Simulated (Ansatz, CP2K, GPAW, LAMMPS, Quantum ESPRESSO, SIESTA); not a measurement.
# GPAW on ionic liquid MMIM+ methanesulfonate with Li salt at 400 K (210 atoms): settings against a plane-wave reference

Aim: run ionic liquid MMIM+ methanesulfonate with Li salt at 400 K (210 atoms) in GPAW and see how near its forces come to a plane-wave reference, and at what cost.

Main program and level: GPAW 26.7.0; the method is named at each step.

## 1. Set-up

The cell holds 210 atoms: 50 C, 16 N, 102 H, 10 S, 30 O and 2 Li. Its edges and angles: a = 13.042 Å, b = 13.042 Å, c = 13.042 Å, α = 90.0°, β = 90.0°, γ = 90.0°. 8 MMIM+, 10 methanesulfonate, 2 Li+ placed at random, at 1.3 g/cm³; overlaps pushed apart, then 10 ps at 700 K with Joung-Cheatham ions (J. Phys. Chem. B 112, 9020 (2008)); MMFF94 bonds, angles, torsions, charges and radii (Halgren, J. Comput. Chem. 17, 490 (1996)) in harmonic and 12-6 forms; charges of ions scaled by 0.8. Snapshot after 30 ps at 400 K and fixed volume.

The yardstick, on the same geometry:

```
method                                           : Kohn-Sham DFT, PBE, SSSP efficiency 1.3.0 pseudopotentials, plane waves (Quantum ESPRESSO 7.5); sssp-pbe-1.3.0-efficiency, cutoffs 60/480 Ry, Γ point
r.m.s. force component                           : 1.152 eV/Å
longest force                                    : 5.15 eV/Å
pressure                                         : 3.919 GPa
gap (highest filled to lowest empty level) : 2.381 eV
time                                             : 6.4 min on 4 MPI ranks of Arm Neoverse V2, shared host
CPU time                                         : 26 min
```

## 2. PBE, LCAO dzp, h 0.18 Å

Method: Kohn-Sham DFT, PBE, PAW, atomic orbitals (dzp).

Input file run.py:

```python
import numpy as np
from ase.io import read
from gpaw import GPAW, FermiDirac
from ase.parallel import parprint as print

atoms = read("structure.xyz")
atoms.calc = GPAW(
    mode="lcao",
    basis="dzp",
    h=0.18,
    xc="PBE",
    kpts={"size": (1, 1, 1), "gamma": True},
    occupations=FermiDirac(0.05),
    maxiter=200,
    symmetry={"point_group": False},
    txt="gpaw.txt",
)
energy = atoms.get_potential_energy(force_consistent=True)
forces = atoms.get_forces()
print(f"energy {energy:.6f} eV")
print("forces (eV/A)")
for i, (a, f) in enumerate(zip(atoms, forces)):
    print(f"{i:4d} {a.symbol:2s} {f[0]:10.5f} {f[1]:10.5f} {f[2]:10.5f}")
print(f"Fermi level {atoms.calc.get_fermi_level():.4f} eV")
for k in range(len(atoms.calc.get_ibz_k_points())):
    for s in range(atoms.calc.get_number_of_spins()):
        e = atoms.calc.get_eigenvalues(kpt=k, spin=s)
        n = np.searchsorted(e, atoms.calc.get_fermi_level())
        print(f"k {k} spin {s} levels about the Fermi level:", np.round(e[max(n - 6, 0):n], 4).tolist(), "|", np.round(e[n:n + 6], 4).tolist())
```

Input file structure.xyz:

```xyz
210
Lattice="13.04169 0.00000 0.00000 0.00000 13.04169 0.00000 0.00000 0.00000 13.04169" Properties=species:S:1:pos:R:3 pbc="T T T"
C 4.08674 2.63938 2.43658
N 2.82848 3.22756 2.01025
C 2.55774 4.51529 1.54101
C 1.20518 4.56720 1.46106
N 0.63370 3.43401 1.83340
C 12.28749 3.05815 1.77432
C 1.59995 2.63925 2.20183
H 4.91463 2.92329 1.81201
H 4.30206 3.02972 3.45357
H 4.02049 1.52809 2.55448
H 3.42592 5.12460 1.15967
H 0.57736 5.38126 1.12758
H 12.34500 2.03646 1.59213
H 11.78917 3.39449 2.68815
H 11.84838 3.50156 0.88005
H 1.45311 1.64782 2.56700
C 5.59671 7.97278 10.57968
N 5.94818 7.64752 9.25204
C 5.15434 6.87558 8.51675
C 5.59267 6.88171 7.20619
N 6.68074 7.82280 7.17789
C 7.45880 8.13254 5.99970
C 6.89475 8.20492 8.44189
H 6.00883 7.26005 11.26893
H 5.98574 8.91999 10.77178
H 4.48295 8.06850 10.68297
H 4.34132 6.35417 8.96355
H 5.28762 6.47820 6.25284
H 6.70434 8.39246 5.18851
H 8.13475 8.98742 6.19154
H 8.06316 7.31743 5.84033
H 7.55570 8.97307 8.79871
C 9.37241 8.93486 12.02652
N 10.37466 9.96176 11.93249
C 10.43127 11.18847 12.51520
C 11.71535 11.65327 12.26258
N 12.35987 10.65167 11.54503
C 0.72512 10.64202 11.26724
C 11.47656 9.70615 11.21377
H 9.66780 8.15119 12.79716
H 8.38215 9.26299 12.35909
H 9.19478 8.42663 11.18807
H 9.74032 11.33779 0.27596
H 12.33287 12.32283 12.83550
H 0.91566 10.30398 10.24373
H 1.02951 11.72161 11.44252
H 1.20297 9.89486 11.93236
H 11.63567 8.83248 10.63628
C 3.99493 0.75681 12.54376
N 5.00579 1.49497 11.77899
C 6.04430 1.04086 10.92424
C 6.80346 2.12684 10.64841
N 6.16755 3.28872 11.10656
C 6.62805 4.61232 11.07787
C 5.06031 2.81401 11.76895
H 3.15818 1.44658 12.76377
[... 150 atom lines left out ...]
H 7.53940 2.23782 2.25100
H 8.34681 1.18066 3.31468
Li 1.94504 12.22215 5.01427
Li 1.61026 8.15301 0.74220
```

Command:

```
OMP_NUM_THREADS=1 mpirun -np 4 gpaw python run.py > output.txt
```

The log of the run:

```text
energy -1145.029132 eV
forces (eV/A)
   0 C    -0.29073   -0.47491    1.46044
   1 N    -1.71006   -0.55136    0.00060
   2 C     2.24022   -0.44301   -0.37914
   3 C    -0.60001    3.77444   -1.59036
   4 N    -0.45906   -0.11784    0.42535
   5 C     0.12157    1.94591   -0.09389
   6 C     2.81715   -1.74485    0.49680
   7 H     0.79768    0.47185   -0.93728
   8 H     0.26191   -0.01041    0.29524
   9 H    -0.27075    0.27223   -0.26721
  10 H    -0.63274    0.10950    0.41819
  11 H    -0.28941    0.77911   -0.36923
  12 H    -0.82427   -2.90832    0.13088
  13 H    -0.51745   -0.17542    0.27061
  14 H    -0.50091    0.52889   -0.25359
  15 H    -0.05086   -1.31397    0.57730
  16 C    -1.45078   -0.28934    0.58016
  17 N     1.19956    0.67428   -1.31900
  18 C    -0.55578   -1.53222   -2.64158
  19 C     1.31935    1.66714    0.25530
  20 N    -1.48779   -1.61926    1.02169
  21 C    -2.00870    2.88479    0.13268
  22 C    -0.43088    0.42812    0.82096
  23 H     0.27448   -0.73743    1.18581
[...]
202 O    -4.04681   -3.61260   -1.49748
 203 O     4.36105   -2.45073    2.31819
 204 O     0.23414    2.13509   -2.70028
 205 H     0.29953    0.30307    0.14386
 206 H    -2.41179    1.11359   -0.82847
 207 H    -0.19683   -0.97347    1.63896
 208 Li    0.02768   -0.14316   -0.02404
 209 Li   -0.16813    0.13943    0.33638
Fermi level 1.9620 eV
k 0 spin 0 levels about the Fermi level: [0.2402, 0.3413, 0.5978, 0.7173, 0.7573, 0.9564] | [2.9689, 3.0957, 3.1896, 3.3877, 3.4405, 3.4829]
```

gpaw.txt:

```text
Input parameters:
  mode=LCAO(),
  basis={'default': 'dzp'},
  h=0.18,
  kpts=MonkhorstPack(size=(1, 1, 1), gamma=True),
  maxiter=200,
  occupations=Occupations(name='fermi-dirac', width=0.05, fixmagmom=False),
  symmetry=Symmetry(point_group=False),
  xc=XC(name='PBE')
Unit cell  # Å
| periodic |         x |         y |         z |   lengths |    angles |
|----------|-----------|-----------|-----------|-----------|-----------|
|      yes | 13.041690 |  0.000000 |  0.000000 | 13.041690 | 90.000000 |
|      yes |  0.000000 | 13.041690 |  0.000000 | 13.041690 | 90.000000 |
|      yes |  0.000000 |  0.000000 | 13.041690 | 13.041690 | 90.000000 |
Number of symmetries: 1
Symmetry operations  # r_c * U_cc + t_c -> r_c
|   | kind |            matrix            |
|---|------|------------------------------|
| 0 |  E   |  1, 0, 0,  0, 1, 0,  0, 0, 1 |
BZ-sampling:
  Number of BZ points: 1
  Number of IBZ points: 1
  Monkhorst-Pack size: [1, 1, 1]
  Monkhorst-Pack shift: [0, 0, 0]
[... lines left out ...]
eigensolver:
density mixing:
  MSR1-Mixer
occupation numbers:
  Fermi-Dirac:
    width: 0.0500  # eV
FastPoissonSolver using
    Stencil: 6*3+1=19 point O(h^6) finite-difference Laplacian
xc functional:
  name: PBE with 2 nearest neighbor stencil
interpolation: tri-quintic # 5. degree polynomial
Initialization done in: 5.669 s
convergence criteria:
- Maximum [total energy] change in last 3 cyles: 0.0005 eV / valence electron
- Maximum integral of absolute [dens]ity change: 0.0001 electrons / valence electron
- Maximum integral of absolute [eigenst]ate change: 4e-08 eV^2 / valence electron
maximum number of iterations: 200
SCF iterations
|iter     |      energy | eigst |  dens |
|---------|-------------|-------|-------|
|iter:   1|-1210.740348 |      c|       |
|iter:   2|-1196.037214 |      c| -0.77 |
|iter:   3|-1145.613872 |      c| -0.81 |
|iter:   4|-1145.157560 |      c| -1.39 |
|iter:   5|-1145.067442 |      c| -1.80 |
|iter:   6|-1145.030199c|      c| -2.47 |
|iter:   7|-1145.029169c|      c| -2.86 |
|iter:   8|-1145.029139c|      c| -3.28 |
|iter:   9|-1145.029136c|      c| -3.77 |
|iter:  10|-1145.029132c|      c| -4.19c|
Converged in 10 steps
SCF loop duration: 63.358 s (6.336 s/step)
Energy contributions relative to reference atoms: (reference = -246570.290040)
Energy contributions:
  Kinetic:        1041.405336
  Coulomb:       -1012.515720
  Zero:              7.559476
  External:          0.000000
  Xc:            -1181.478224
  Entropy:          -0.000000
  Spinorbit:         0.000000
  ----------------------------
  Free energy:   -1145.029132
  Extrapolated:  -1145.029132
dipole moment: (-49.146321, -6.987750, 1.839391)  # |e|*Ang
Fermi level: 1.962
Eigenvalues  # (at kpt = [0.000, 0.000, 0.000])
| band index |      eig [eV] | occ [0-2] |
|------------|---------------|-----------|
|          0 |       -23.362 |     2.000 |
|        ... |               |           |
|        304 |         0.071 |     2.000 |
|        305 |         0.203 |     2.000 |
[...]
|        319 |         3.630 |     0.000 |
|        ... |               |           |
|        378 |         7.843 |     0.000 |
Gap: 2.012 eV
Transition (v -> c):
  (s=0, k=0, n=311, [0.00, 0.00, 0.00]) -> (s=0, k=0, n=312, [0.00, 0.00, 0.00])
No difference between direct/indirect transitions
Force computation time: 8.709  # s
timing:  # [seconds]
  Total:  77.741  # ━━━━━━━━━━━━━━━━━━━━━━━━━━━━━━━━━━━━━━━━━━━━━━━━━━━━━━━━━
  Init:    5.668  # ━━━━
  SCF:    63.357  # ━━━━━━━━━━━━━━━━━━━━━━━━━━━━━━━━━━━━━━━━━━━━━━╸
  Forces:  8.709  # ━━━━━━╸
```

Wall time 80 s (4 MPI ranks of Arm Neoverse V2, shared host); peak memory 3.6 GiB.

Banners, paths, timers and routine set-up lines are dropped from the logs unmarked, and long logs keep their key lines alone; longer cuts are marked.

Compared with the plane-wave run:

```yaml
r_m_s_force_component: 1.45 eV/Å
r_m_s_difference_of_force_components: 497.2 meV/Å
longest_difference_of_force_vectors: 2076 meV/Å
force_difference_over_r_m_s_force: 43.15 %
slope_of_forces_against_the_reference_s: 1.198
correlation_of_force_components: 0.9525
spacing_of_highest_filled_and_lowest_empty_level: 2.013 eV
gap_difference: -0.3685 eV
```

This run lies far from the reference in forces at the same functional. Basis and potentials both differ; the latter hold 624 valence electrons against the reference's 628.

Length of the force difference by element (eV/Å):

| element | atoms | mean | most |
| --- | --- | --- | --- |
| C | 50 | 0.29 | 0.58 |
| H | 102 | 0.60 | 0.90 |
| Li | 2 | 0.11 | 0.16 |
| N | 16 | 0.52 | 0.81 |
| O | 30 | 1.8 | 2.1 |
| S | 10 | 0.85 | 1.0 |

Levels nearest the highest filled one (eV from it): -0.72, -0.62, -0.36, -0.24, -0.20, 0.00, 2.01, 2.14, 2.23, 2.43, 2.48, 2.53.

A closer look about O181, which bears the longest force: 11 atoms, nearest first, numbered in the order of the input, with positions taken from that point.

| atom | x | y | z | distance (Å) | bonds | Fx | Fy | Fz (eV/Å) |
| --- | --- | --- | --- | --- | --- | --- | --- | --- |
| O181 | 0.00 | 0.00 | 0.00 | 0.00 | 1 | -5.10 | 2.98 | 3.51 |
| S178 | 1.01 | -0.59 | -0.79 | 1.41 | 4 | 2.94 | -0.57 | 0.89 |
| O179 | 0.58 | -1.89 | -1.28 | 2.35 | 1 | -0.64 | -3.66 | -1.74 |
| O180 | 1.59 | 0.30 | -1.78 | 2.40 | 1 | 1.18 | 2.15 | -3.01 |
| C177 | 2.33 | -0.80 | 0.36 | 2.48 | 4 | 2.34 | 0.87 | -1.34 |
| H124 | -1.59 | -1.49 | 1.28 | 2.52 | 1 | 0.83 | -0.26 | -0.68 |
| H125 | -2.18 | 1.02 | 0.98 | 2.60 | 1 | 0.29 | 0.41 | 1.31 |
| H183 | 2.59 | 0.10 | 0.94 | 2.76 | 1 | -0.51 | 0.48 | -0.09 |
| H127 | -1.06 | 1.11 | 2.48 | 2.92 | 1 | -0.02 | 0.29 | -0.20 |
| H184 | 2.22 | -1.61 | 1.01 | 2.93 | 1 | -0.64 | -2.01 | 1.49 |
| H11 | -1.92 | -1.94 | -1.26 | 3.01 | 1 | -0.63 | 0.11 | 0.42 |

Atoms are counted from 1 here, from 0 in the log.

Forces lie 43 % from the reference's, at 0.21 times its CPU time.

## 3. Results

| Property | Result |
| --- | --- |
| force difference from the reference | GPAW PBE, LCAO dzp, h 0.18 Å, 43 % |
| its CPU time | 5.3 min |

The PBE run in local orbitals differs by 43 % (GPAW PBE, LCAO dzp, h 0.18 Å); basis, grid and potentials can all enter, and differences of this size make the forces unusable. One electronic-structure run takes under half the reference's CPU time: GPAW PBE, LCAO dzp, h 0.18 Å, at 43 % in 5.3 min against 26 min. At the same functional, the gap of GPAW PBE, LCAO dzp, h 0.18 Å lies 0.37 eV below the reference's 2.38 eV. The potentials hold different valence shells: 628 electrons in the reference, 624 in GPAW; this bears on time and differences. The network of contacts between molecules at the start is that of the classical potential that made the cell, and needn't be the one that DFT or experiment would give. The reference's PBE has no dispersion term, which matters for the binding between molecules or layers. The density was typed from a rule of thumb and may lie off the real one at this temperature. The electronic-structure runs sample only Γ, in a cell whose shortest periodic width is 13 Å.

[Also dropped from logs without a mark: logging warnings of Python, and SIESTA's first energy breakdown and zero terms.]

[Logs are printed without paths, hosts, clocks, repeated set-up lines and the standing remarks that a program may print on its own settings, such as how far it seeks lower states.]

[Hosts, paths, dates, database ids (printed as entryN), source tags and the programs' standing remarks are cut or masked in the printed files.]

[The MMFF94 radii named for the starting cell were scaled by 0.96; in molecules described by MMFF94, hydrogen bound to N, O or S took a small fixed 12-6 site in their place.]
